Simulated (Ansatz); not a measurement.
# Lattice dynamics of YbNiH3 (Pm-3m), part 2 of 2

Wanted: vibrations and spectra of YbNiH3 (Pm-3m); the cell is already relaxed. After the zone centre comes a 4×4×4 q mesh on a 12×12×12 k mesh.

Ansatz 0.2.0; DFT PBEsol, scalar-relativistic, plane waves, PAW.

So far. Step 2 (Zone-centre response): Before it was imposed, the acoustic sum rule was missed by 4.1e-5 eV/Å². Small misses are needed for a sound result but don't prove that mesh and cutoff are converged. The lowest optical mode is real, 139 cm⁻¹.

## Step 3: Phonons on a q mesh

Stability and thermal properties need the whole zone. Linear response on a 4×4×4 q mesh gives force constants as far as a supercell of that size would.

The input, input.yaml:

```yaml
crystal:
  lattice:
    - [3.4612995422, 0.0, 0.0]
    - [0.0, 3.4612995422, 0.0]
    - [0.0, 0.0, 3.4612995422]
  atoms:
    - { symbol: Yb, position: [0.5, 0.5, 0.5] }
    - { symbol: Ni, position: [0.0, 0.0, 0.0] }
    - { symbol: H, position: [0.0, 0.0, 0.5] }
    - { symbol: H, position: [0.0, 0.5, 0.0] }
    - { symbol: H, position: [0.5, 0.0, 0.0] }
kpoints:
  mp_grid: { grid: [12, 12, 12] }
hamiltonian:
  xc: pbesol
scf:
  occupations: { method: methfessel_paxton, width: 0.2 }
output:
  eigenvalues: true
phonons:
  method: dfpt
  qmesh: [4, 4, 4]
  temperatures: { t_max: 1000, t_step: 50 }
  qpath:
    path:
      - [[0.0, 0.0, 0.0], [0.0, 0.5, 0.0], [0.5, 0.5, 0.0], [0.0, 0.0, 0.0], [0.5, 0.5, 0.5], [0.0, 0.5, 0.0]]
      - [[0.5, 0.5, 0.5], [0.5, 0.5, 0.0]]
    npoints: 10
```

Run with:

```bash
$ ansatz run input.yaml --threads 4 --pin off --max-ram 14336MiB --backend cpu --events-out ev --progress --plain --runs-dir out
```

Numbers of over 12 decimals in the logs are rounded to 6 here.

The program printed:

```text
[...]
Crystal: 5 atoms, lattice volume = 41.468 Å³
Basis set: ecut = 420 eV, 799 PW (Γ), exchange–correlation on 48×48×48 points (8 copies of the dense FFT grid, shifted against one another)
Bands: 28, of which v1, the nominal top of the filled ones, is band 23 counted from 1 (22 counted from 0)
Symmetry: 48 space group operations
k-points: 84 of 1728
[...]
SCF iter   1: F=—  HF=-19537.632762 eV  |F-HF|=—  |Δ(HF+E_count)|=         —  Δρ=5.40e-1  dr2=1.20e2  ethr=3.10e-3  ⟨swp⟩=4.9  Hψ=10263  notcnv=0
[...]
SCF iter  16: F=-19531.130807 eV  HF=-19531.130807 eV  |F-HF|=0.00e0  |Δ(HF+E_count)|=  1.82e-11  S|Δr|=    0.00e0  Δρ=7.58e-8  dr2=2.85e-12  ethr=1.00e-12  ⟨swp⟩=12.1  Hψ=16236  notcnv=0
SCF 1 converged in 16 iterations: F = -19531.130807 eV  dr2 = 2.85e-12
[...]
phonons: the bands overlap, so this run is a metal and interpolates without the dipole-dipole term. If the crystal is really an insulator or semiconductor, its LO-TO splitting is missing
NSCF: frozen V_eff on 84 k-points
[...]
DFPT response loops at q = (0, 0, 0) (fractional): preconditioner auto → Kerker (q_TF=auto, 2.766 Å⁻¹) (partly filled bands, converged f_vac=0.000); β = 1.00, the filter's whole step (`scf.mixing.beta` (0.50) is not read by the response loops under this deck's `scf.mixing.preconditioner`; to damp them name `kerker` or `kerker_dos`, under which they read `scf.mixing.beta`, and type it under 1.00, their step now; both keys bind the ground state too); Broyden in place of MSR1
[...]
SCF converged after 16 iterations
[...]
Free energy (F): -19531.130807 eV
[...]
Internal energy: -19531.220651 eV  (E = F + TS)
E sigma→0 (E₀):  -19531.153268 eV
Entropy (-TS):   0.089843 eV (17.969 meV/atom)
Fermi energy:    15.367414 eV
[...]
--- Band table (eV; the first three rows and the last of 84) ---
  k-point 0: bands = [... 19 lower, 15.1052, 15.1868, 16.3544, 16.3544, 20.2250, 20.2250, 20.2250, 21.7241, ... 1 higher]
  k-point 1: bands = [... 19 lower, 15.1110, 15.1904, 16.1827, 16.3516, 19.7819, 19.7819, 19.9217, 21.4158, ... 1 higher]
  k-point 2: bands = [... 19 lower, 15.1315, 15.2004, 15.6757, 16.3428, 19.0312, 19.0312, 19.7959, 20.6933, ... 1 higher]
  k-point 83: bands = [... 19 lower, 15.1344, 15.1981, 15.1981, 15.1981, 16.7029, 21.1040, 21.1040, 21.1040, ... 1 higher]
--- Phonons (Γ-DFPT): 4 representative perturbations + reference (Σ response iterations 14) ---
  ASR residual: 5.003e-5 → 0.000e0 eV/Å²; symmetrization residual: 6.418e-7 eV/Å²
  ASR residual per site (eV/Å²): 3.12e-6 5.00e-5 3.45e-6 3.45e-6 3.45e-6
[...]
--- Phonons (arbitrary-q DFPT): 10 irreducible q on the 4×4×4 mesh ---
  q = [0.0000, 0.0000, 0.0000] (star 1, of the zone-centre solve; hermiticity 2.01e-7, symmetrization 8.80e-12): -0.00 -0.00 0.00 138.77 138.77 138.77 797.93 797.93 797.93 810.83 810.83 810.83 1217.60 1217.60 1217.60
  q = [0.0000, 0.0000, 0.2500] (star 6, 9 solved perturbations in 4536 linear systems a pass and spin channel, the states on 588 of 1728 k-point pairs; hermiticity 1.97e-7, symmetrization 1.80e-12): 55.15 55.15 92.65 132.68 132.68 175.15 783.98 783.98 808.89 809.87 809.87 819.20 1212.08 1212.08 1218.92
[...]
q = [0.0000, 0.2500, -0.5000] (star 12, 15 solved perturbations on 588 of 1728 k-point pairs; hermiticity 1.13e-7, symmetrization 5.69e-8): 76.64 88.46 102.74 129.96 171.97 205.01 711.74 787.58 802.91 813.01 823.29 869.22 1128.00 1211.71 1249.70
[...]
sum rule: each row above includes the acoustic sum rule's correction from the zone centre's row sums; it moved no ω² by more than (0.96 cm⁻¹)²
  mesh force constants: q→R imaginary residual 1.62e-18; ASR residual 5.003e-5 → 0.000e0 eV/Å²; symmetrization residual 7.994e-15 eV/Å²
  interpolated dispersion: 62 rows × 15 modes
  density of states and harmonic sums: on the 20×20×20 q-mesh, interpolated from the force constants of a 4×4×4 supercell (no non-analytic term)
  largest difference from the sums on the solved wave vectors: F 1.31e-2 eV, S 1.71e-5 and C_V 4.01e-6 eV/K
  zero-point energy: 0.566180 eV/cell   skipped modes (ω ≤ 0): 3   left out of the sums: 2.50e-5 of the cell's modes: C_V's classical limit lies that fraction below 3 k_B per atom; for a crystal, a wire or a layer, F and S can be off by more, and a phonons.interpolated_qmesh denser along its periods is the remedy for the sampling
```

Run time: 18 min. Hardware: 4 threads of Intel Xeon Platinum 8375C at 2.90GHz (Ice Lake), shared host; peak memory 5.1 GiB; 69 min of CPU time.

Numbers from this step:

| Item | Value |
| --- | --- |
| sum-rule residual before enforcement | 5.00e-5 eV/Å² |
| lowest frequency on the path | 0 cm⁻¹ |
| highest frequency on the path or at a solved wavevector | 1348 cm⁻¹ |
| mean frequency | 608.9 cm⁻¹ |
| Debye temperature (second moment) | 1378 K |
| logarithmic mean frequency | 402.6 cm⁻¹ |
| lowest mode on the q mesh (acoustic modes at Γ apart) | 55.15 cm⁻¹ |
| zero-point energy per atom | 113.2 meV |
| heat capacity at 300 K | 13.55 J/(mol atoms K) |
| vibrational entropy at 300 K | 17.01 J/(mol atoms K) |
| edges of the widest gap between branches, on path and mesh | 207.3, 631.2 cm⁻¹ |

Frequencies (cm⁻¹) solved at each irreducible wavevector; negative means imaginary. Frequencies by wavevector, by row:

```tsv
q in reciprocal lattice units	star	mode 1	mode 2	mode 3	mode 4	mode 13	mode 14	mode 15
0 0 0	1	0	0	0	138.8	1218	1218	1218
0 0 0.25	6	55.1	55.1	92.7	132.7	1212	1212	1219
0 0 -0.5	3	79.3	79.3	119.6	125.3	1164	1207	1207
0 0.25 0.25	12	68.2	71.8	102.8	130.9	1176	1212	1248
0 0.25 -0.5	12	76.6	88.5	102.7	130	1128	1212	1250
0 -0.5 -0.5	3	73.6	95.5	95.5	133.4	1079	1217	1270
0.25 0.25 0.25	8	83.2	83.2	96.2	169	1174	1174	1284
0.25 0.25 -0.5	12	85.7	92.8	100.4	163.8	1114	1172	1301
0.25 -0.5 -0.5	6	90	99.8	99.8	165.4	1066	1147	1327
-0.5 -0.5 -0.5	1	103.6	103.6	103.6	192.8	1047	1047	1348
```

Interpolated from a 4×4×4 q mesh. Phonon branches along the path, in cm⁻¹:

```tsv
point	branch 1	branch 2	branch 3	branch 4	branch 12	branch 13	branch 14	branch 15
Γ	0	0	0	139	811	1218	1218	1218
halfway	55	55	93	133	819	1212	1212	1219
X	79	79	120	125	832	1164	1207	1207
halfway	77	88	103	130	869	1128	1212	1250
M	74	96	96	133	903	1079	1217	1270
halfway	68	72	103	131	843	1176	1212	1248
Γ	0	0	0	139	811	1218	1218	1218
halfway	83	83	96	169	844	1174	1174	1284
R	104	104	104	193	883	1047	1047	1348
halfway	86	93	100	164	866	1114	1172	1301
X	79	79	120	125	832	1164	1207	1207
jump to R	104	104	104	193	883	1047	1047	1348
halfway	90	100	100	165	893	1066	1147	1327
M	74	96	96	133	903	1079	1217	1270
```

Tetrahedra on a 20×20×20 mesh, mean over bins of 20 cm-1. Interpolated from a 4×4×4 q mesh. The phonon density of states by wavenumber; read off at these points:

```tsv
wavenumber (cm⁻¹)	phonon density of states (1/cm⁻¹/cell)
10	2.0e-4
50	0.00725
90	0.0692
110	0.0295
150	0.0309
190	0.0458
230	0
270	0
290	0
330	0
370	0
410	0
450	0
490	0
510	0
550	0
590	0
630	6.5e-4
670	0.00954
690	0.0111
730	0.0156
770	0.0321
810	0.0415
830	0.0519
850	0.0327
870	0.0235
910	3.0e-4
950	0
990	0
1030	0
1070	0.00309
1090	0.00684
1130	0.00976
1170	0.0114
1210	0.0351
1250	0.0118
1270	0.0111
1310	0.00488
1350	0.001
```

Phonopy on the run's constants, 17x17x17 mesh, Gaussian sigma 10.1 cm-1. Interpolated from a 4×4×4 q mesh. The partial phonon density of states by wavenumber; read off at these points; values in 1/cm⁻¹/cell:

```tsv
wavenumber (cm⁻¹)	H	Ni	Yb
0.0	0	2.6e-5	7.9e-5
25.0	2.0e-5	3.5e-4	0.00122
50.0	6.6e-5	0.00139	0.00763
75.0	1.0e-4	0.00273	0.0456
87.4	9.0e-5	0.00322	0.0614
100.0	6.1e-5	0.00366	0.0537
125.0	1.6e-4	0.0166	0.00527
150.0	2.3e-4	0.0290	0.00302
175.0	1.5e-4	0.0297	0.00213
193.6	1.5e-4	0.0393	0.0021
200.0	1.3e-4	0.0335	0.00171
225.0	9.1e-6	0.00212	9.3e-5
250.0	0	0	0
275.0	0	0	0
300.0	0	0	0
325.0	0	0	0
350.0	0	0	0
375.0	0	0	0
400.0	0	0	0
425.0	0	0	0
450.0	0	0	0
475.0	0	0	0
500.0	0	0	0
525.0	0	0	0
550.0	0	0	0
575.0	0	0	0
600.0	0	0	0
625.0	6.4e-4	0	0
650.0	0.00509	0	0
675.0	0.00968	1.0e-5	0
700.0	0.0118	2.0e-5	0
725.0	0.0146	3.0e-5	0
750.0	0.0203	5.9e-5	1.0e-5
775.0	0.0325	1.3e-4	2.0e-5
800.0	0.0353	1.6e-4	1.5e-5
825.0	0.0498	1.4e-4	1.0e-5
850.0	0.0334	3.7e-5	1.0e-5
875.0	0.0205	1.0e-5	0
900.0	0.00501	0	0
925.0	9.6e-5	0	0
950.0	0	0	0
975.0	0	0	0
1000.0	0	0	0
1025.0	9.1e-6	0	0
1050.0	8.5e-4	0	0
1075.0	0.00429	0	0
1100.0	0.00741	0	0
1125.0	0.00931	1.0e-5	0
1150.0	0.0110	1.0e-5	0
1175.0	0.0121	2.0e-5	0
1200.0	0.0264	9.7e-5	0
1225.0	0.0160	5.5e-5	0
1250.0	0.0115	2.7e-5	0
1275.0	0.00962	1.0e-5	0
1300.0	0.00572	1.0e-5	0
1325.0	0.00402	0	0
1350.0	0.00130	0	0
1375.0	1.7e-5	0	0
```

Harmonic thermodynamic functions per atom, from the density of states. Interpolated from a 4×4×4 q mesh. Thermodynamic functions, by row:

```tsv
T (K)	F_vib (meV/atom)	S (J/mol-atom/K)	C_V (J/mol-atom/K)
0	113.2	0	0
50	113	1.968	4.064
100	110.8	6.047	7.525
200	101.2	12.19	10.43
300	86.01	17.01	13.55
400	66.12	21.3	16.33
500	42	25.18	18.43
600	14.05	28.68	19.93
700	-17.34	31.84	21.01
800	-51.85	34.7	21.79
900	-89.18	37.3	22.37
1000	-129.1	39.68	22.81
```

Harmonic mean-square displacement, third of the trace. Interpolated from a 4×4×4 q mesh. Mean square displacements, by row:

```tsv
T (K)	Yb1 U_eq (Å²)	Ni2 U_eq (Å²)	H3 U_eq (Å²)	H4 U_eq (Å²)	H5 U_eq (Å²)
0	0.00114	0.00188	0.0191	0.0191	0.0191
100	0.00227	0.00265	0.01949	0.01949	0.01949
300	0.00622	0.00628	0.02148	0.02148	0.02148
600	0.01232	0.01223	0.02839	0.02839	0.02839
```

Symmetry leaves 10 wavevectors to solve. The lowest mode among them, the acoustic zeros apart, lies at q = (0, 0, 0.25) and is real, 55.1 cm⁻¹.

## Step 4: Outcome

- space group (within 0.01 Å): Pm-3m
- volume per atom: 8.29 Å³
- electronic character: no gap on this mesh
- highest optical mode at the zone centre (no LO-TO term): 1218 cm⁻¹
- lowest optical zone-centre mode: 139 cm⁻¹
- lowest mode on the q mesh (acoustic modes at Γ apart): 55.1 cm⁻¹
- highest frequency on the path or at a solved wavevector: 1348 cm⁻¹
- zero-point energy per atom: 113 meV
- heat capacity at 300 K: 13.5 J/(mol atoms K)
- vibrational entropy at 300 K: 17.0 J/(mol atoms K)
- Debye temperature (second moment): 1378 K
- imaginary modes on the 4×4×4 q mesh: none

In words: The structure is a minimum as far as tested: no mode is imaginary at the 10 irreducible wavevectors of the 4×4×4 mesh, and the softest away from the acoustic zeros lies at 55 cm⁻¹. The optical modes at Γ span 139 to 1218 cm⁻¹. The highest mode in this list at Γ, 1217.6 cm⁻¹, is mostly motion of H (100 % of the kinetic energy). On the path and the mesh, the widest gap between branches runs from 207 to 631 cm⁻¹. With no gap, or one that is small against the smearing, the frequencies hang on the k mesh and the smearing, most of all near Kohn anomalies. The phonon runs are without spin polarisation, although the cell has an odd electron count. The 4f shell is treated without a U, so valence and screening may be off. Spin-orbit coupling is left out, which can matter for the heavy elements here. These are harmonic frequencies at zero temperature: anharmonic shifts, linewidths and thermal expansion are left out.

[Logs are printed without paths, hosts, clocks, repeated set-up lines and the standing remarks that a program may print on its own settings, such as how far it seeks lower states.]

[Hosts, paths, dates, database ids (printed as entryN), source tags and the programs' standing remarks are cut or masked in the printed files.]
